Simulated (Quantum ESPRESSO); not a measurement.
# Grüneisen parameters and expansion of BAs (F-43m), part 2 of 9

Wanted: mode Grüneisen parameters of BAs and a free-energy fit over volumes.

Measurements to reproduce:
- volume expansion coefficient 11.55 1e-6/K near room temperature (given in “Basic Physical Properties of Cubic Boron Arsenide (three times its linear coefficient)”, 2019, arxiv:1911.11281)
- volume expansion coefficient 10.8 1e-6/K near room temperature (given in “Thermal expansion coefficients of high thermal conducting BAs and BP materials (three times its linear coefficient)”, 2019, arxiv:1906.04101)

Quantum ESPRESSO 7.5; DFT PBE+D3(BJ), scalar-relativistic, plane waves, GBRV ultrasoft pseudopotentials.

So far. Step 2 (Probe on a coarse mesh): The start is under -0.12 GPa at this level and looks like an insulator or semiconductor on this mesh.

## (3) Relaxation

The vibrations must be taken about the equilibrium of this functional, not about the starting cell, so the structure is relaxed.

The input, relax.in:

```
&CONTROL
  calculation   = 'vc-relax'
  prefix        = 'x'
  outdir        = './tmp'
  pseudo_dir    = './pseudo'
  tprnfor       = .true.
  tstress       = .true.
  forc_conv_thr = 2.0d-05
  etot_conv_thr = 1.0d-07
  nstep         = 40
/
&SYSTEM
  ibrav           = 0
  nat             = 2
  ntyp            = 2
  ecutwfc         = 40.0
  ecutrho         = 240.0
  occupations     = 'fixed'
  nbnd            = 6
  vdw_corr        = 'grimme-d3'
  dftd3_version   = 4
  dftd3_threebody = .false.
/
&ELECTRONS
  conv_thr         = 1.0d-11
  mixing_beta      = 0.7
  electron_maxstep = 100
/
&IONS
/
&CELL
  press_conv_thr = 0.1
/
ATOMIC_SPECIES
 B      10.8100  B.upf
 As     74.9216  As.upf
CELL_PARAMETERS angstrom
     0.000000000    2.388500000    2.388500000
     2.388500000    0.000000000    2.388500000
     2.388500000    2.388500000    0.000000000
ATOMIC_POSITIONS crystal
 B      0.000000000   0.000000000   0.000000000
 As     0.250000000   0.250000000   0.250000000
K_POINTS automatic
 10 10 10 0 0 0
```

Started as:

```
OMP_NUM_THREADS=1 mpirun -n 8 pw.x -nk 8 -in relax.in > relax.out
```

Log:

```text
[banner, memory and clock lines left out]
Program PWSCF v.7.5

     Message from routine setup:
     using ibrav=0 with symmetry is DISCOURAGED, use correct ibrav instead

     G-vector sticks info

     bravais-lattice index     =            0
     lattice parameter (alat)  =       6.3832  a.u.
     unit-cell volume          =     183.9087 (a.u.)^3
     number of atoms/cell      =            2
     number of atomic types    =            2
     number of electrons       =         8.00
     number of Kohn-Sham states=            6
     kinetic-energy cutoff     =      40.0000  Ry
     charge density cutoff     =     240.0000  Ry
     scf convergence threshold =      1.0E-11
     mixing beta               =       0.7000
     number of iterations used =            8  plain     mixing
     energy convergence thresh.=      1.0E-07
     force convergence thresh. =      2.0E-05
     press convergence thresh. =      1.0E-01
     Exchange-correlation= SLA  PW   PBE  PBE
                           (   1   4   3   4   0   0   0)
     nstep                     =           40

     celldm(1)=   6.383210  celldm(2)=   0.000000  celldm(3)=   0.000000
     celldm(4)=   0.000000  celldm(5)=   0.000000  celldm(6)=   0.000000

     crystal axes: (cart. coord. in units of alat)
               a(1) = (   0.000000   0.707107   0.707107 )
               a(2) = (   0.707107   0.000000   0.707107 )
               a(3) = (   0.707107   0.707107   0.000000 )

     reciprocal axes: (cart. coord. in units 2 pi/alat)
               b(1) = ( -0.707107  0.707107  0.707107 )
               b(2) = (  0.707107 -0.707107  0.707107 )
               b(3) = (  0.707107  0.707107 -0.707107 )

     PseudoPot. # 1 for B  read from file:
     ./pseudo/B.upf
     Pseudo is Ultrasoft + core correction, Zval =  3.0
     Using radial grid of  781 points,  4 beta functions with:
                l(1) =   0
                l(2) =   0
                l(3) =   1
                l(4) =   1
     Q(r) pseudized with  8 coefficients,  rinner =    1.100   1.100   1.100

     PseudoPot. # 2 for As read from file:
     ./pseudo/As.upf
     Pseudo is Ultrasoft + core correction, Zval =  5.0
     Using radial grid of  875 points,  6 beta functions with:
                l(1) =   0
                l(2) =   0
                l(3) =   1
                l(4) =   1
                l(5) =   2
                l(6) =   2
     Q(r) pseudized with  8 coefficients,  rinner =    1.300   1.300   1.300
                                                       1.300   1.300

     atomic species   valence    mass     pseudopotential
     B                 3.00    10.81000     B ( 1.00)
     As                5.00    74.92160     As( 1.00)

     24 Sym. Ops. (no inversion) found

   Cartesian axes

     site n.     atom                  positions (alat units)
         1        B      tau(   1) = (   0.0000000   0.0000000   0.0000000  )
         2        As     tau(   2) = (   0.3535534   0.3535534   0.3535534  )

     DFT-D3 Dispersion Correction (no 3-body):
       Reference C6 values for interpolation:

         atom   Coordination number   C6
         B          0.000           214.36
         B          0.971           150.74
         B          1.944           106.23
         B          2.913            62.89
         B          4.586            56.06
         As         0.000           525.90
         As         0.989           508.38
         As         1.979           482.50
         As         2.971           448.57

       Values used:

         atom   Coordination number  R0_AB[au]  C6      C8
         B          3.989            3.039     56.32   2244.11
         As         6.240            3.461    448.57  34550.01

         Molecular C6 ( Ry / a.u.^6 ) =       820.63

     number of k points=    47
                       cart. coord. in units 2pi/alat
        k(    1) = (   0.0000000   0.0000000   0.0000000), wk =   0.0020000
        k(    2) = (   0.0707107   0.0707107  -0.0707107), wk =   0.0160000
        k(    3) = (   0.1414214   0.1414214  -0.1414214), wk =   0.0160000
        k(    4) = (   0.2121320   0.2121320  -0.2121320), wk =   0.0160000
        k(    5) = (   0.2828427   0.2828427  -0.2828427), wk =   0.0160000
        k(    6) = (  -0.3535534  -0.3535534   0.3535534), wk =   0.0080000
        k(    7) = (   0.1414214  -0.0000000   0.0000000), wk =   0.0120000
        k(    8) = (   0.2121320   0.0707107  -0.0707107), wk =   0.0480000
        k(    9) = (   0.2828427   0.1414214  -0.1414214), wk =   0.0480000
        k(   10) = (   0.3535534   0.2121320  -0.2121320), wk =   0.0480000
        k(   11) = (  -0.2828427  -0.4242641   0.4242641), wk =   0.0480000
        k(   12) = (  -0.2121320  -0.3535534   0.3535534), wk =   0.0480000
        k(   13) = (  -0.1414214  -0.2828427   0.2828427), wk =   0.0480000
        k(   14) = (  -0.0707107  -0.2121320   0.2121320), wk =   0.0480000
        k(   15) = (   0.0000000  -0.1414214   0.1414214), wk =   0.0240000
        k(   16) = (   0.2828427  -0.0000000   0.0000000), wk =   0.0120000
[...]
Dense  grid:    11575 G-vectors     FFT dimensions: (  32,  32,  32)

     Smooth grid:     6231 G-vectors     FFT dimensions: (  25,  25,  25)

     Initial potential from superposition of free atoms

     starting charge       7.9995, renormalised to       8.0000
     Starting wfcs are    8 randomized atomic wfcs

     per-process dynamical memory:    23.6 Mb

     Self-consistent Calculation

     iteration #  1     ecut=    40.00 Ry     beta= 0.70
     Davidson diagonalization with overlap
     ethr =  1.00E-02,  avg # of iterations =  2.6

     total energy              =     -46.67562731 Ry
     estimated scf accuracy    <       0.14303703 Ry

     iteration #  2     ecut=    40.00 Ry     beta= 0.70
     Davidson diagonalization with overlap
     ethr =  1.79E-03,  avg # of iterations =  2.1

     total energy              =     -46.70933929 Ry
     estimated scf accuracy    <       0.03230193 Ry

     iteration #  3     ecut=    40.00 Ry     beta= 0.70
     Davidson diagonalization with overlap
     ethr =  4.04E-04,  avg # of iterations =  1.5

     total energy              =     -46.71448658 Ry
     estimated scf accuracy    <       0.00058478 Ry

     iteration #  4     ecut=    40.00 Ry     beta= 0.70
     Davidson diagonalization with overlap
     ethr =  7.31E-06,  avg # of iterations =  5.6

     total energy              =     -46.71493897 Ry
     estimated scf accuracy    <       0.00035155 Ry

     iteration #  5     ecut=    40.00 Ry     beta= 0.70
     Davidson diagonalization with overlap
[...]
As                5.00    74.92160     As( 1.00)

     24 Sym. Ops. (no inversion) found

   Cartesian axes

     site n.     atom                  positions (alat units)
         1        B      tau(   1) = (   0.0000000  -0.0000000  -0.0000000  )
         2        As     tau(   2) = (   0.3534122   0.3534122   0.3534122  )

     DFT-D3 Dispersion Correction (no 3-body):
       Reference C6 values for interpolation:

         atom   Coordination number   C6
         B          0.000           214.36
         B          0.971           150.74
         B          1.944           106.23
         B          2.913            62.89
         B          4.586            56.06
         As         0.000           525.90
         As         0.989           508.38
         As         1.979           482.50
         As         2.971           448.57

       Values used:

         atom   Coordination number  R0_AB[au]  C6      C8
         B          3.990            3.039     56.32   2243.98
         As         6.252            3.461    448.57  34550.01

         Molecular C6 ( Ry / a.u.^6 ) =       820.62

     number of k points=    47
                       cart. coord. in units 2pi/alat
[...]
k(   40) = (   0.0000000  -0.2829557   0.4244336), wk =   0.0480000
        k(   41) = (  -0.1414779  -0.5659115   0.7073894), wk =   0.0480000
        k(   42) = (  -0.0707389  -0.4951726   0.6366504), wk =   0.0960000
        k(   43) = (  -0.0000000  -0.4244336   0.5659115), wk =   0.0480000
        k(   44) = (  -0.7073894   0.1414779  -0.0000000), wk =   0.0240000
        k(   45) = (  -0.1414779  -0.4244336   0.7073894), wk =   0.0480000
        k(   46) = (  -0.0707389  -0.3536947   0.6366504), wk =   0.0480000
        k(   47) = (  -0.7073894   0.2829557   0.0000000), wk =   0.0240000

     Dense  grid:    11575 G-vectors     FFT dimensions: (  32,  32,  32)

     Smooth grid:     6231 G-vectors     FFT dimensions: (  25,  25,  25)

     Initial potential from superposition of free atoms

     starting charge       7.9995, renormalised to       8.0000
     Starting wfcs are    8 randomized atomic wfcs

     per-process dynamical memory:    29.7 Mb

     Self-consistent Calculation

[...]
total energy              =     -46.71501030 Ry
[...]
iteration #  5     ecut=    40.00 Ry     beta= 0.70
     Davidson diagonalization with overlap
     ethr =  9.34E-07,  avg # of iterations =  1.9

     total energy              =     -46.71502433 Ry
     estimated scf accuracy    <       0.00000039 Ry

     iteration #  6     ecut=    40.00 Ry     beta= 0.70
     Davidson diagonalization with overlap
     ethr =  4.90E-09,  avg # of iterations =  6.9

     total energy              =     -46.71502620 Ry
     estimated scf accuracy    <       0.00000095 Ry

     iteration #  7     ecut=    40.00 Ry     beta= 0.70
     Davidson diagonalization with overlap
     ethr =  4.90E-09,  avg # of iterations =  2.2

     total energy              =     -46.71502636 Ry
     estimated scf accuracy    <          8.7E-09 Ry

     iteration #  8     ecut=    40.00 Ry     beta= 0.70
     Davidson diagonalization with overlap
     ethr =  1.08E-10,  avg # of iterations =  3.5

     total energy              =     -46.71502637 Ry
     estimated scf accuracy    <          2.1E-10 Ry

     iteration #  9     ecut=    40.00 Ry     beta= 0.70
     Davidson diagonalization with overlap
     ethr =  2.58E-12,  avg # of iterations =  5.0

     total energy              =     -46.71502637 Ry
     estimated scf accuracy    <          5.3E-11 Ry

     iteration # 10     ecut=    40.00 Ry     beta= 0.70
     Davidson diagonalization with overlap
     ethr =  6.62E-13,  avg # of iterations =  3.5

     total energy              =     -46.71502637 Ry
     estimated scf accuracy    <          1.6E-10 Ry

     iteration # 11     ecut=    40.00 Ry     beta= 0.70
     Davidson diagonalization with overlap
     ethr =  6.62E-13,  avg # of iterations =  2.3

     total energy              =     -46.71502637 Ry
     estimated scf accuracy    <          2.4E-13 Ry

     iteration # 12     ecut=    40.00 Ry     beta= 0.70
     Davidson diagonalization with overlap
     ethr =  1.00E-13,  avg # of iterations =  1.7

     End of self-consistent calculation

          k = 0.0000 0.0000 0.0000 (   749 PWs)   bands (ev):

[...]
k = 0.3537 0.2122-0.2122 (   789 PWs)   bands (ev):

[...]
k = 0.0000-0.1415 0.1415 (   797 PWs)   bands (ev):

[...]
k = 0.2830 0.0000-0.0000 (   793 PWs)   bands (ev):

[...]
k = 0.3537 0.0707-0.0707 (   792 PWs)   bands (ev):

[...]
k = 0.4244 0.1415-0.1415 (   797 PWs)   bands (ev):

[...]
k = 0.0000-0.2830 0.2830 (   789 PWs)   bands (ev):

[...]
k = 0.4244-0.0000 0.0000 (   801 PWs)   bands (ev):

[...]
k = 0.4952 0.0707-0.0707 (   781 PWs)   bands (ev):

[...]
k = 0.5659 0.0000-0.0000 (   789 PWs)   bands (ev):

[...]
k = 0.0000-0.5659 0.5659 (   774 PWs)   bands (ev):

[...]
k =-0.7074 0.0000 0.0000 (   790 PWs)   bands (ev):

[...]
k = 0.2830 0.1415 0.0000 (   788 PWs)   bands (ev):

[...]
k = 0.3537 0.2122-0.0707 (   792 PWs)   bands (ev):

[...]
k = 0.4244 0.1415-0.0000 (   786 PWs)   bands (ev):

[...]
k =-0.2122-0.4952 0.6367 (   783 PWs)   bands (ev):

[...]
k =-0.1415-0.4244 0.5659 (   783 PWs)   bands (ev):

[...]
k =-0.0707-0.3537 0.4952 (   784 PWs)   bands (ev):

[...]
k = 0.0000-0.2830 0.4244 (   783 PWs)   bands (ev):

[...]
k =-0.1415-0.5659 0.7074 (   786 PWs)   bands (ev):

[...]
k =-0.0707-0.4952 0.6367 (   772 PWs)   bands (ev):

[...]
k =-0.0000-0.4244 0.5659 (   773 PWs)   bands (ev):

    -2.6857   0.6847   2.6652   4.8558  11.8535  15.3485

          k =-0.7074 0.1415-0.0000 (   772 PWs)   bands (ev):

    -2.5003   0.2707   4.0637   4.1382  11.0836  11.1646

          k =-0.1415-0.4244 0.7074 (   776 PWs)   bands (ev):

    -3.0274   1.0347   3.1926   4.4997  13.1090  14.0180

          k =-0.0707-0.3537 0.6367 (   774 PWs)   bands (ev):

    -2.6158   0.6721   2.9613   4.1594  13.4246  14.4313

          k =-0.7074 0.2830 0.0000 (   772 PWs)   bands (ev):

    -2.4075   0.5438   3.3034   3.5497  13.2157  13.5632

     highest occupied, lowest unoccupied level (ev):     8.6642    9.8447

!    total energy              =     -46.71502637 Ry
     estimated scf accuracy    <          5.3E-15 Ry

     The total energy is the sum of the following terms:
     one-electron contribution =       6.63691828 Ry
     hartree contribution      =       1.25018870 Ry
     xc contribution           =     -34.61219639 Ry
     ewald contribution        =     -19.94138463 Ry
     DFT-D3 Dispersion         =      -0.04855232 Ry

     convergence has been achieved in  12 iterations

     Forces acting on atoms (cartesian axes, Ry/au):

     atom    1 type  1   force =    -0.00000000   -0.00000000    0.00000000
     atom    2 type  2   force =     0.00000000    0.00000000   -0.00000000

     Total force =     0.000000     Total SCF correction =     0.000000

     Computing stress (Cartesian axis) and pressure

          total   stress  (Ry/bohr**3)                   (kbar)     P=       -0.00
  -0.00000001  -0.00000000  -0.00000000           -0.00       -0.00       -0.00
  -0.00000000  -0.00000001   0.00000000           -0.00       -0.00        0.00
  -0.00000000   0.00000000  -0.00000001           -0.00        0.00       -0.00

     XML data file, charge density, pseudopotentials, collected wavefunctions
```

Run time: 3.8 s. Hardware: 8 MPI ranks of Arm Neoverse V2, shared host; 29 s of CPU time.

Little changed from the start: no atom moved by 0.005 Å and no cell edge by 0.1 %.

Numbers from this step:

| Quantity | Value |
| --- | --- |
| volume per atom | 13.61 Å³ |
| pressure | 0 GPa |
| gap on the k-mesh | 1.181 eV |

After the last step pw.x solved the final cell once more on a basis chosen for it, which moves the energy without moving the atoms.

[end of part 2 of 9]

[Logs are printed without paths, hosts, clocks, repeated set-up lines and the standing remarks that a program may print on its own settings, such as how far it seeks lower states.]

[Hosts, paths, dates, database ids (printed as entryN), source tags and the programs' standing remarks are cut or masked in the printed files.]

[A step with changed settings may run another functional than the one named; its input shows which.]

[Of the runs on displaced cells, only some may be shown.]
